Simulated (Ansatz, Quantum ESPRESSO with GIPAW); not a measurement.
# C_Q, η_Q and the second-order shift of 39K in KCdCO3F

A plane-wave PAW calculation (PBE, Ansatz) gives this electric field gradient, in 10²¹ V/m² and Cartesian axes, at one K site of KCdCO3F (atom 3; KF3O6; site symmetry 32):

```
      1.0407        0.0000        0.0000
      0.0000        1.0407        0.0000
      0.0000        0.0000       -2.0814
```

39K has spin 3/2, Q = 0.0603 barn and |γ|/2π = 1.9893 MHz/T. The cell is the P-6c2 form of a database entry, atoms relaxed, static and at 0 K. 

**Task.** Find C_Q, η_Q and ν_Q, and the shift and width of the central transition under fast MAS at 11.7 T and 18.8 T.

1. The tensor is symmetric and traceless. Its eigenvalues, ordered by size, are V_xx = 1.0407, V_yy = 1.0407 and V_zz = -2.0814.

2. η_Q = (V_xx − V_yy)/V_zz = 0.000.

3. C_Q = eQV_zz/h. One unit of 10²¹ V/m² with one barn gives 24.18 MHz, so C_Q = 24.18 × 0.0603 × −2.0814 = -3.035 MHz. A spectrum shows its size, not its sign.

4. ν_Q = 3C_Q/[2I(2I−1)] = 1.517 MHz in size, and P_Q = |C_Q|√(1 + η²/3) = 3.035 MHz.

5. The resonances lie at ν0 = 23.28 and 37.40 MHz, so ν_Q/ν0 is 0.065 at most and second order holds. The centre of gravity moves by δ_Q = −(3/40)(P_Q/ν0)² F × 10⁶ ppm, with F = [I(I+1) − 3/4]/[I²(2I−1)²] = 0.3333: -425 ppm at 11.7 T and -165 ppm at 18.8 T.

6. Summing the second-order term over orientations gives a full width of 911 ppm (21 kHz) and 353 ppm (13 kHz). In ppm both fall as 1/B²: (11.7/18.8)² = 0.387. The spinning rate must pass the static width for this shape to show cleanly.

[Banner, clock, file and message-heading lines were taken out of the pw.x and gipaw.x logs.]

[Logs are printed without paths, hosts, clocks, repeated set-up lines and the standing remarks that a program may print on its own settings, such as how far it seeks lower states.]

[Hosts, paths, dates, database ids (printed as entryN), source tags and the programs' standing remarks are cut or masked in the printed files.]
